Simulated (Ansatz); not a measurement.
**InAgSeO, from a guessed structure to a relaxed one**

This structure for InAgSeO is made up. Its elements were placed in a known structure type with a cell scaled to their sizes. What cell does the guess relax to, and how far off was it?

Calculated with Ansatz 0.2.0; DFT, PBE, plane-wave PAW, files of the set soft_1, scalar-relativistic, no spin, cell and ions relaxed at zero pressure; PAW set soft_1, in the first sound run; inputs show where later runs differ.

**1. The structure**

It takes space group I2_12_12_1 (No. 24, orthorhombic). Conventional cell: a = 5.715 Å, b = 5.749 Å, c = 11.331 Å, α = 90.00°, β = 90.00°, γ = 90.00°. In has 2 O at 2.34 Å and 2 Se at 2.52 Å nearest. Nearest to Ag lie 2 O at 2.49 Å and 2 Se at 2.55 Å. Se has 2 In at 2.52 Å and 2 Ag at 2.55 Å nearest. Nearest to O lie 2 In at 2.34 Å and 2 Ag at 2.49 Å. Farther neighbours and most contacts between anions are not listed.

**2. Relaxation of the guess**

The guessed cell has no reason to be at equilibrium. It is relaxed with the atoms, within the space group of the guess.

File input.yaml:

```yaml
crystal:
  lattice:
    - [-2.8575, 2.8745, 5.6655]
    - [2.8575, -2.8745, 5.6655]
    - [2.8575, 2.8745, -5.6655]
  atoms:
    - { symbol: In, position: [0.3648, 0.1148, 0.25] }
    - { symbol: In, position: [0.1352, 0.3852, 0.75] }
    - { symbol: Ag, position: [0.8669, 0.6169, 0.25] }
    - { symbol: Ag, position: [0.6331, 0.8831, 0.75] }
    - { symbol: Se, position: [0.75, 0.4925, 0.7425] }
    - { symbol: Se, position: [0.25, 0.0075, 0.7575] }
    - { symbol: O, position: [0.0206, 0.25, 0.2706] }
    - { symbol: O, position: [0.4794, 0.75, 0.2294] }
kpoints:
  mp_grid: { grid: [7, 7, 7] }
scf:
  occupations: { method: fermi_dirac, width: 0.05 }
hamiltonian:
  xc: pbe
  pseudopotentials: { kind: paw, azcp: { folder: soft_1 } }
relax:
  f_tol: 0.015
  max_steps: 70
  cell: {}
output:
  forces: true
  stress: true
```

Started as:

```console
> ansatz run input.yaml --threads 4 --pin off --max-ram 10240MiB --backend cpu --events-out ev --progress --plain --runs-dir out
```

Numbers of over 12 decimals in the logs are rounded to 6 here.

The log of the run:

```text
Engine: ansatz 0.2.0, aarch64-unknown-linux-gnu
Pseudopotentials: kind: paw
Pseudopotential: In, paw, valence charge 13, recommended cutoff 420 eV (normal), soft_1/In.paw.azcp
Pseudopotential: Ag, paw, valence charge 19, recommended cutoff 420 eV (normal), soft_1/Ag.paw.azcp
Pseudopotential: Se, paw, valence charge 16, recommended cutoff 420 eV (normal), soft_1/Se.paw.azcp
Pseudopotential: O, paw, valence charge 6, recommended cutoff 420 eV (normal), soft_1/O.paw.azcp
Functional definition: PBE
  parameter kappa = 0.804
  parameter beta = 0.066725
  exchange = pbe_x(kappa = kappa, mu = beta*pi^2/3)
  correlation = pbe_c(beta = beta)
Crystal: 8 atoms, lattice volume = 186.143 Å³
Basis set: ecut = 420 eV, 3683 PW (Γ), exchange–correlation on 96×96×96 points (8 copies of the dense FFT grid, shifted against one another)
Bands: 65, of which v1, the nominal top of the filled ones, is band 54 counted from 1 (53 counted from 0)
Symmetry: 4 space group operations
Space group: I212121 (ITA 24), of the structure as read, at distance tolerance 5.7e-5 Å
k-points: 64 of 343 (time reversal used)
Non-local potential: In, projectors of the file, l = 0: 2, l = 1: 2, l = 2: 2, l = 3: 1
Non-local potential: Ag, projectors of the file, l = 0: 3, l = 1: 2, l = 2: 2, l = 3: 1
Non-local potential: Se, projectors of the file, l = 0: 2, l = 1: 2, l = 2: 3, l = 3: 1
Non-local potential: O, projectors of the file, l = 0: 2, l = 1: 2, l = 2: 1
PAW form: soft (Blöchl's): semilocal exchange-correlation on the pseudo side does not see the compensation charge
PAW one-centre angular grid: In, 590 points (default); XC on 64 Gauss nodes
PAW one-centre angular grid: Ag, 590 points (default); XC on 64 Gauss nodes
PAW one-centre angular grid: Se, 590 points (default); XC on 64 Gauss nodes
PAW one-centre angular grid: O, 110 points (default); XC on 64 Gauss nodes
Initial density: superposition of atomic densities (chi_scale 0.1, normalization cell, long waves kept (reshape's long-wave potential 0.03 eV rms))
Initial wavefunctions: pseudopotential atomic-orbital guess
Functional: x = pbe(κ = 0.804, μ = 0.219515), c = pbe(β = 0.066725)
SCF iter   1: F=—  HF=-38450.239764 eV  |F-HF|=—  |Δ(HF+E_count)|=         —  Δρ=6.68e-2  dr2=7.66e0  ethr=3.10e-3  ⟨swp⟩=6.0  Hψ=14447  notcnv=0  defer=1
preconditioner: auto → Resta (q_TF=auto, 2.492 Å⁻¹)  ε∞=4.5  [insulator: Δε(μ)=0.430 eV  Ē_g=12.385 eV  σ=0.050 eV  W_gap=0.87  n_scr=44 (ndim 8)  ℏωp=23.1 eV  f_vac=0.067  D(μ)=0.11/eV (n_scr^D=0)  ε∞_Penn≈4.5]
SCF iter   2: F=—  HF=-38449.112930 eV  |F-HF|=—  |Δ(HF+E_count)|=    1.13e0  Δρ=3.81e-2  dr2=2.77e0  ethr=3.10e-3  ⟨swp⟩=3.0  Hψ=7931  notcnv=0  defer=286
SCF iter   3: F=—  HF=-38448.683322 eV  |F-HF|=—  |Δ(HF+E_count)|=   4.30e-1  Δρ=1.47e-2  dr2=3.47e-1  ethr=2.56e-3  ⟨swp⟩=2.1  Hψ=7571  notcnv=0  defer=261
SCF iter   4: F=—  HF=-38448.624188 eV  |F-HF|=—  |Δ(HF+E_count)|=   5.91e-2  Δρ=3.89e-3  dr2=3.76e-2  ethr=3.21e-4  ⟨swp⟩=3.3  Hψ=7439  notcnv=0  defer=261
SCF iter   5: F=—  HF=-38448.623985 eV  |F-HF|=—  |Δ(HF+E_count)|=   2.03e-4  Δρ=1.43e-3  dr2=4.34e-3  ethr=3.48e-5  ⟨swp⟩=2.0  Hψ=5683  notcnv=0  defer=261
SCF iter   6: F=—  HF=-38448.627393 eV  |F-HF|=—  |Δ(HF+E_count)|=   3.41e-3  Δρ=5.72e-4  dr2=8.99e-4  ethr=4.02e-6  ⟨swp⟩=2.0  Hψ=5337  notcnv=0  defer=261
SCF iter   7: F=—  HF=-38448.627949 eV  |F-HF|=—  |Δ(HF+E_count)|=   5.56e-4  Δρ=1.24e-4  dr2=4.03e-5  ethr=8.32e-7  ⟨swp⟩=2.0  Hψ=5367  notcnv=0  defer=261
SCF iter   8: F=—  HF=-38448.628027 eV  |F-HF|=—  |Δ(HF+E_count)|=   7.81e-5  Δρ=4.17e-5  dr2=3.26e-6  ethr=3.73e-8  ⟨swp⟩=2.0  Hψ=7110  notcnv=0  defer=261
SCF iter   9: F=—  HF=-38448.628032 eV  |F-HF|=—  |Δ(HF+E_count)|=   4.94e-6  Δρ=1.68e-5  dr2=5.58e-7  ethr=3.02e-9  ⟨swp⟩=2.0  Hψ=6848  notcnv=0  defer=261
SCF iter  10: F=-38448.628032 eV  HF=-38448.628032 eV  |F-HF|=9.27e-8  |Δ(HF+E_count)|=   4.37e-7  Δρ=5.61e-6  dr2=7.07e-8  ethr=9.26e-11  ⟨swp⟩=4.2  Hψ=14785  notcnv=0
SCF 1 converged in 10 iterations: F = -38448.628032 eV  dr2 = 7.07e-8
  greatest PAW one-centre occupation: 1.001 electrons in one spin orbital (limit 2), on the Ag atom at site 3 (counted from 0), in its partial waves of l = 0
relax step   1: F+E_penalty+E_count = -38448.62803245 eV  Δ(F+E_penalty+E_count) = +0.000e0 eV  max|allowed force component| = 2.453e0 eV/Å  Δτ_max = 0.0000 Å  P = -1.417 GPa  Ω = 186.143 Å³  (10 SCF iters, dr2 threshold 1.00e-7 eV, accepted)
Crystal: 8 atoms, lattice volume = 178.889 Å³
Basis set: ecut = 420 eV, 3531 PW (Γ), exchange–correlation on 96×96×96 points (8 copies of the dense FFT grid, shifted against one another)
Initial density: handed on by an earlier stage of this run
Initial wavefunctions: those handed on with the density
iter 1 solved again at ethr=4.23e-4 eV; its pass at ethr=3.10e-3 eV (dr2=4.57e-1 eV) is discarded
SCF iter   1: F=—  HF=-38449.822584 eV  |F-HF|=—  |Δ(HF+E_count)|=         —  Δρ=2.11e-2  dr2=4.67e-1  ethr=4.23e-4  ⟨swp⟩=1.3  Hψ=18803  notcnv=0
preconditioner: auto → Kerker (q_TF=auto, 2.508 Å⁻¹)  [metal: Δε(μ)=0.036 eV  Ē_g=12.265 eV  σ=0.050 eV  W_gap=0.18  n_scr=44 (ndim 8)  ℏωp=23.6 eV  f_vac=0.109  D(μ)=0.88/eV (n_scr^D=0)]
SCF iter   2: F=—  HF=-38449.713917 eV  |F-HF|=—  |Δ(HF+E_count)|=   1.09e-1  Δρ=9.19e-3  dr2=8.83e-2  ethr=4.23e-4  ⟨swp⟩=2.9  Hψ=6928  notcnv=0
SCF iter   3: F=—  HF=-38449.699482 eV  |F-HF|=—  |Δ(HF+E_count)|=   1.44e-2  Δρ=3.68e-3  dr2=2.08e-2  ethr=8.18e-5  ⟨swp⟩=2.0  Hψ=7090  notcnv=0
SCF iter   4: F=—  HF=-38449.699213 eV  |F-HF|=—  |Δ(HF+E_count)|=   2.69e-4  Δρ=1.16e-3  dr2=3.76e-3  ethr=1.92e-5  ⟨swp⟩=2.1  Hψ=7199  notcnv=0
SCF iter   5: F=—  HF=-38449.699808 eV  |F-HF|=—  |Δ(HF+E_count)|=   5.95e-4  Δρ=5.19e-4  dr2=8.34e-4  ethr=3.48e-6  ⟨swp⟩=2.7  Hψ=8417  notcnv=0
SCF iter   6: F=—  HF=-38449.699682 eV  |F-HF|=—  |Δ(HF+E_count)|=   1.26e-4  Δρ=2.41e-4  dr2=2.59e-4  ethr=7.73e-7  ⟨swp⟩=2.0  Hψ=7248  notcnv=0
SCF iter   7: F=—  HF=-38449.699731 eV  |F-HF|=—  |Δ(HF+E_count)|=   4.90e-5  Δρ=1.17e-4  dr2=5.56e-5  ethr=2.40e-7  ⟨swp⟩=2.0  Hψ=5655  notcnv=0
SCF iter   8: F=—  HF=-38449.699737 eV  |F-HF|=—  |Δ(HF+E_count)|=   6.24e-6  Δρ=5.22e-5  dr2=1.10e-5  ethr=5.15e-8  ⟨swp⟩=2.0  Hψ=7202  notcnv=0
SCF iter   9: F=—  HF=-38449.699738 eV  |F-HF|=—  |Δ(HF+E_count)|=   1.03e-6  Δρ=3.32e-5  dr2=3.52e-6  ethr=1.02e-8  ⟨swp⟩=2.1  Hψ=7367  notcnv=0
SCF iter  10: F=-38449.699738 eV  HF=-38449.699739 eV  |F-HF|=8.31e-8  |Δ(HF+E_count)|=   5.53e-7  Δρ=1.51e-5  dr2=6.81e-7  ethr=7.41e-10  ⟨swp⟩=3.1  Hψ=18453  notcnv=0
SCF 2 converged in 10 iterations: F = -38449.699738 eV  dr2 = 6.81e-7
[...]
SCF iter   5: F=—  HF=-38449.793467 eV  |F-HF|=—  |Δ(HF+E_count)|=   3.03e-4  Δρ=3.21e-4  dr2=4.18e-4  ethr=1.70e-6  ⟨swp⟩=2.3  Hψ=7143  notcnv=0
SCF iter   6: F=—  HF=-38449.793414 eV  |F-HF|=—  |Δ(HF+E_count)|=   5.30e-5  Δρ=1.73e-4  dr2=9.65e-5  ethr=3.87e-7  ⟨swp⟩=2.0  Hψ=7345  notcnv=0
SCF iter   7: F=—  HF=-38449.793443 eV  |F-HF|=—  |Δ(HF+E_count)|=   2.97e-5  Δρ=6.26e-5  dr2=1.35e-5  ethr=8.94e-8  ⟨swp⟩=2.0  Hψ=7409  notcnv=0
SCF iter   8: F=—  HF=-38449.793455 eV  |F-HF|=—  |Δ(HF+E_count)|=   1.11e-5  Δρ=3.10e-5  dr2=2.35e-6  ethr=1.25e-8  ⟨swp⟩=2.0  Hψ=7212  notcnv=0
SCF iter   9: F=-38449.793457 eV  HF=-38449.793456 eV  |F-HF|=2.58e-7  |Δ(HF+E_count)|=   1.72e-6  Δρ=1.71e-5  dr2=7.12e-7  ethr=7.41e-10  ⟨swp⟩=5.0  Hψ=18237  notcnv=0
SCF 3 converged in 9 iterations: F = -38449.793457 eV  dr2 = 7.12e-7
relax step   3: F+E_penalty+E_count = -38449.79345660 eV  Δ(F+E_penalty+E_count) = -9.372e-2 eV  max|allowed force component| = 1.775e-1 eV/Å  Δτ_max = 0.0974 Å  P = +0.018 GPa  Ω = 178.511 Å³  energy of the carried Pulay correction = +5.304e-3 eV  (9 SCF iters, dr2 threshold 8.00e-7 eV, accepted)
[... from here on, the SCF cycles and remarks between the steps are left out ...]
relax step   4: F+E_penalty+E_count = -38449.85331144 eV  Δ(F+E_penalty+E_count) = -5.985e-2 eV  max|allowed force component| = 1.043e-1 eV/Å  Δτ_max = 0.1387 Å  P = -0.112 GPa  Ω = 176.410 Å³  energy of the carried Pulay correction = +6.803e-3 eV  (10 SCF iters, dr2 threshold 8.00e-7 eV, accepted)
relax step   5: F+E_penalty+E_count = -38449.86539949 eV  Δ(F+E_penalty+E_count) = -1.209e-2 eV  max|allowed force component| = 9.344e-2 eV/Å  Δτ_max = 0.0358 Å  P = -0.021 GPa  Ω = 175.380 Å³  energy of the carried Pulay correction = +7.544e-3 eV  (8 SCF iters, dr2 threshold 7.98e-7 eV, accepted)
relax step   6: F+E_penalty+E_count = -38449.87072632 eV  Δ(F+E_penalty+E_count) = -5.327e-3 eV  max|allowed force component| = 1.484e-2 eV/Å  Δτ_max = 0.0269 Å  P = -0.008 GPa  Ω = 174.376 Å³  energy of the carried Pulay correction = +8.271e-3 eV  (8 SCF iters, dr2 threshold 5.46e-7 eV, accepted)
relax step   7: F+E_penalty+E_count = -38449.87102381 eV  Δ(F+E_penalty+E_count) = -2.975e-4 eV  max|allowed force component| = 1.750e-2 eV/Å  Δτ_max = 0.0096 Å  P = +0.013 GPa  Ω = 174.104 Å³  energy of the carried Pulay correction = +8.469e-3 eV  (12 SCF iters, accepted)
relax step   8: F+E_penalty+E_count = -38449.87098739 eV  Δ(F+E_penalty+E_count) = +3.643e-5 eV  max|allowed force component| = 3.934e-3 eV/Å  Δτ_max = 0.0046 Å  P = -0.001 GPa  Ω = 174.255 Å³  energy of the carried Pulay correction = +8.359e-3 eV  (7 SCF iters, dr2 threshold 1.91e-8 eV, accepted)
relax step   9: F+E_penalty+E_count = -38449.86999000 eV  Δ(F+E_penalty+E_count) = +9.974e-4 eV  max|allowed force component| = 4.069e-3 eV/Å  Δτ_max = 0.0000 Å  P = -0.017 GPa  Ω = 174.255 Å³  stress off target by 7.04e-2 GPa  SCF on the basis re-selected at this cell (its energy is not comparable with the rows above)  (10 SCF iters)
relax step  10: F+E_penalty+E_count = -38449.87046952 eV  Δ(F+E_penalty+E_count) = -4.795e-4 eV  max|allowed force component| = 8.134e-3 eV/Å  Δτ_max = 0.0056 Å  P = +0.000 GPa  Ω = 174.028 Å³  energy of the carried Pulay correction = +1.829e-4 eV  (8 SCF iters, dr2 threshold 1.24e-8 eV, accepted)
iter 1 solved again at ethr=1.47e-7 eV; its pass at ethr=3.10e-3 eV (dr2=1.59e-4 eV) is discarded
SCF iter   1: F=—  HF=-38449.870073 eV  |F-HF|=—  |Δ(HF+E_count)|=         —  Δρ=6.02e-5  dr2=1.71e-7  ethr=1.47e-7  ⟨swp⟩=3.0  Hψ=25523  notcnv=0
preconditioner: auto → Kerker (q_TF=auto, 2.520 Å⁻¹)  [metal: Δε(μ)=0.020 eV  Ē_g=12.190 eV  σ=0.050 eV  W_gap=0.10  n_scr=48 (ndim 8)  ℏωp=23.9 eV  f_vac=0.092  D(μ)=0.39/eV (n_scr^D=0)]
SCF iter   2: F=—  HF=-38449.870263 eV  |F-HF|=—  |Δ(HF+E_count)|=   1.91e-4  Δρ=3.06e-5  dr2=4.81e-8  ethr=1.58e-10  ⟨swp⟩=2.3  Hψ=7460  notcnv=0
SCF iter   3: F=—  HF=-38449.870301 eV  |F-HF|=—  |Δ(HF+E_count)|=   3.74e-5  Δρ=2.90e-6  dr2=1.10e-8  ethr=4.46e-11  ⟨swp⟩=2.0  Hψ=6439  notcnv=0
SCF iter   4: F=—  HF=-38449.870301 eV  |F-HF|=—  |Δ(HF+E_count)|=   6.36e-8  Δρ=6.58e-7  dr2=1.55e-9  ethr=1.02e-11  ⟨swp⟩=2.0  Hψ=6421  notcnv=0
SCF iter   5: F=—  HF=-38449.870301 eV  |F-HF|=—  |Δ(HF+E_count)|=   3.91e-9  Δρ=3.74e-7  dr2=5.85e-10  ethr=1.43e-12  ⟨swp⟩=2.0  Hψ=5423  notcnv=0
SCF iter   6: F=-38449.870301 eV  HF=-38449.870301 eV  |F-HF|=2.18e-11  |Δ(HF+E_count)|=   1.24e-9  Δρ=1.70e-7  dr2=7.14e-11  ethr=1.00e-12  ⟨swp⟩=3.0  Hψ=15851  notcnv=0
SCF 11 converged in 6 iterations: F = -38449.870301 eV  dr2 = 7.14e-11
relax step  11: F+E_penalty+E_count = -38449.87030082 eV  Δ(F+E_penalty+E_count) = +1.687e-4 eV  max|allowed force component| = 8.111e-3 eV/Å  Δτ_max = 0.0000 Å  P = -0.001 GPa  Ω = 174.028 Å³  stress off target by 1.91e-2 GPa  SCF on the basis re-selected at this cell (its energy is not comparable with the rows above)  (6 SCF iters)
basis re-selected at this cell: Δ(F+E_penalty+E_count) = +1.687e-4 eV, ΔP = -0.001 GPa vs the last step (what re-selecting the basis moved, of the pressure what is left beyond the Pulay correction that the steps carried, after the strain that the cell walked since its last selection, with what the two solves' SCF thresholds leave and, on support functions, any second-order correction that the steps lacked; it is no m [...]
SCF converged after 6 iterations
Free energy (F): -38449.870301 eV
Harris-Foulkes:  -38449.870301 eV  (|F-HF|=2.18e-11)
Internal energy: -38449.867035 eV  (E = F + TS)
E sigma→0 (E₀):  -38449.868668 eV
Entropy (-TS):   -0.003266 eV (-0.408 meV/atom)
Fermi energy:    8.019502 eV
--- Per-component energies (eV) ---
  E_band       = -1617.170842
  E_kinetic    = 1927.632296
  E_local      = -14488.011700  (includes V_loc(G=0)·N_el)
  E_nonlocal   = 119.636941
  E_hartree    = 6893.860033
  E_xc         = -910.794078
  E_vxc        = -936.237484  (∫ρ·V_xc dr)
  E_paw        = -20922.376388  (= ΣΔE_a)
  E_vpaw       = -2027.912323  (= ΣTr[D̂ρ^β])
  E_aug_tail   = 0.001739  (compensation charges beyond the density's cutoff)
  E_ewald      = -11069.815878
  E_smearing   = -0.003266  (= −TS)
  E_closure    = 0.000000  (closes the sum)
  Σ components = -38449.870301   (vs F -38449.870301, Δ=0.00e0)
--- Forces (eV/Å), atoms counted from 1 ---
  atom   1  In     0.00000000     0.00000000    -0.00811103
  atom   2  In     0.00000000     0.00000000     0.00811103
  atom   3  Ag     0.00000000     0.00000000     0.00236743
  atom   4  Ag     0.00000000     0.00000000    -0.00236743
  atom   5  Se     0.00204239    -0.00000000     0.00000000
  atom   6  Se    -0.00204239     0.00000000     0.00000000
  atom   7  O      0.00000000     0.00634060    -0.00000000
  atom   8  O      0.00000000    -0.00634060     0.00000000
  max |Σ_I F_I| component: 3.47e-18 eV/Å
--- Stress (GPa, compression-positive) ---
       -0.012420       0.000000       0.000000
        0.000000       0.019138       0.000000
        0.000000       0.000000      -0.009347
  P = ⅓ Tr σ = -0.0009 GPa (-0.009 kbar)
--- Relaxed structure (9 steps of the walk, 9 accepted, 2 SCFs on fresh bases) ---
  F+E_penalty+E_count = -38449.87030082 eV   max|allowed force component| = 8.111e-3 eV/Å   (the final SCF, on the basis selected at the relaxed cell)
  cell:  # Å, volume = 174.0281 Å³
    - [-2.697282, 3.070877, 5.252555]
    - [2.697282, -3.070877, 5.252555]
    - [2.697282, 3.070877, -5.252555]
  atoms:
    - { symbol: In, position: [0.360611, 0.110611, 0.250000] }
    - { symbol: In, position: [0.139389, 0.389389, 0.75] }
    - { symbol: Ag, position: [0.822204, 0.572204, 0.250000] }
    - { symbol: Ag, position: [0.677796, 0.927796, 0.75] }
    - { symbol: Se, position: [0.75, 0.528843, 0.778843] }
    - { symbol: Se, position: [0.250000, -0.028843, 0.721157] }
    - { symbol: O, position: [0.067715, 0.250000, 0.317715] }
    - { symbol: O, position: [0.432285, 0.75, 0.182285] }
```

Run time: 4.1 min. Hardware: 4 threads of Arm Neoverse V1, shared host; peak memory 0.96 GiB; 16 min of CPU time.

Step by step:

| step | energy less that of the first step (eV) | largest force component (eV/Å) | pressure (GPa) | volume (Å³) |
| --- | --- | --- | --- | --- |
| 1 | 0.0000 | 2.4527 | -1.42 | 186.14 |
| 2 | -1.0717 | 0.3201 | 0.03 | 178.89 |
| 3 | -1.1654 | 0.1775 | 0.02 | 178.51 |
| 4 | -1.2253 | 0.1043 | -0.11 | 176.41 |
| 5 | -1.2374 | 0.0934 | -0.02 | 175.38 |
| 6 | -1.2427 | 0.0148 | -0.01 | 174.38 |
| 7 | -1.2430 | 0.0175 | 0.01 | 174.10 |
| 8 | -1.2430 | 0.0039 | 0.00 | 174.26 |
| 9* | -1.2420 | 0.0041 | -0.02 | 174.26 |
| 10 | -1.2424 | 0.0081 | 0.00 | 174.03 |
| 11* | -1.2423 | 0.0081 | 0.00 | 174.03 |

Relaxation steps marked * repeat the geometry before them on a plane-wave basis chosen anew for their cell, so energy and pressure can jump there.

Forces are held to the 4 operations that the run works with; a distortion that breaks them can't arise in this run.

| conventional cell, symmetrised | before | after | change |
| --- | --- | --- | --- |
| a (Å) | 5.715 | 5.395 | -5.6 % |
| b (Å) | 5.749 | 6.142 | +6.8 % |
| c (Å) | 11.331 | 10.505 | -7.3 % |
| volume (Å³/atom) | 23.27 | 21.75 | -6.5 % |

The atoms that moved most (Å, as changes of fractional coordinates times the final cell):

| atom | dx | dy | dz | length |
| --- | --- | --- | --- | --- |
| Ag3 | 0.000 | 0.000 | -0.470 | 0.470 |
| Ag4 | 0.000 | 0.000 | 0.470 | 0.470 |
| O8 | 0.000 | -0.289 | 0.000 | 0.289 |
| O7 | 0.000 | 0.289 | 0.000 | 0.289 |
| Se6 | -0.196 | 0.000 | 0.000 | 0.196 |
| Se5 | 0.196 | 0.000 | 0.000 | 0.196 |
| In2 | 0.000 | 0.000 | 0.044 | 0.044 |
| In1 | 0.000 | 0.000 | -0.044 | 0.044 |

Final coordinates:

```cif
data_structure
_symmetry_space_group_name_H-M 'P 1'
_symmetry_Int_Tables_number 1
_cell_length_a 6.6554
_cell_length_b 6.6554
_cell_length_c 6.6554
_cell_angle_alpha 132.183
_cell_angle_beta 125.044
_cell_angle_gamma 75.776
_cell_volume 174.03
loop_
_atom_site_label
_atom_site_type_symbol
_atom_site_fract_x
_atom_site_fract_y
_atom_site_fract_z
_atom_site_occupancy
In1 In 0.36061 0.11061 0.25000 1
In2 In 0.13939 0.38939 0.75000 1
Ag3 Ag 0.82220 0.57220 0.25000 1
Ag4 Ag 0.67780 0.92780 0.75000 1
Se5 Se 0.75000 0.52884 0.77884 1
Se6 Se 0.25000 0.97116 0.72116 1
O7 O 0.06772 0.25000 0.31772 1
O8 O 0.43228 0.75000 0.18228 1
```

Numbers from this step:

* free energy: -38449.8703 eV
* energy at zero smearing: -38449.8687 eV
* smearing term TS: 0.003266 eV
* Fermi energy: 8.020 eV
* electrons: 108
* symmetry operations: 4
* pressure: -8.77e-4 GPa

The shortest distance of each pair, which need not be the same contact before and after:

| pair | guess (Å) | relaxed (Å) |
| --- | --- | --- |
| In–O | 2.339 | 2.103 |
| Ag–O | 2.493 | 2.490 |
| In–Se | 2.517 | 2.601 |
| Ag–Se | 2.551 | 2.696 |
| Ag–Ag | 3.897 | 3.095 |

The relaxation ends with a largest force component of 0.0081 eV/Å and a pressure of 0.00 GPa.

(Part 1 of 2 ends here.)

[Logs are printed without paths, hosts, clocks, repeated set-up lines and the standing remarks that a program may print on its own settings, such as how far it seeks lower states.]

[Hosts, paths, dates, database ids (printed as entryN), source tags and the programs' standing remarks are cut or masked in the printed files.]
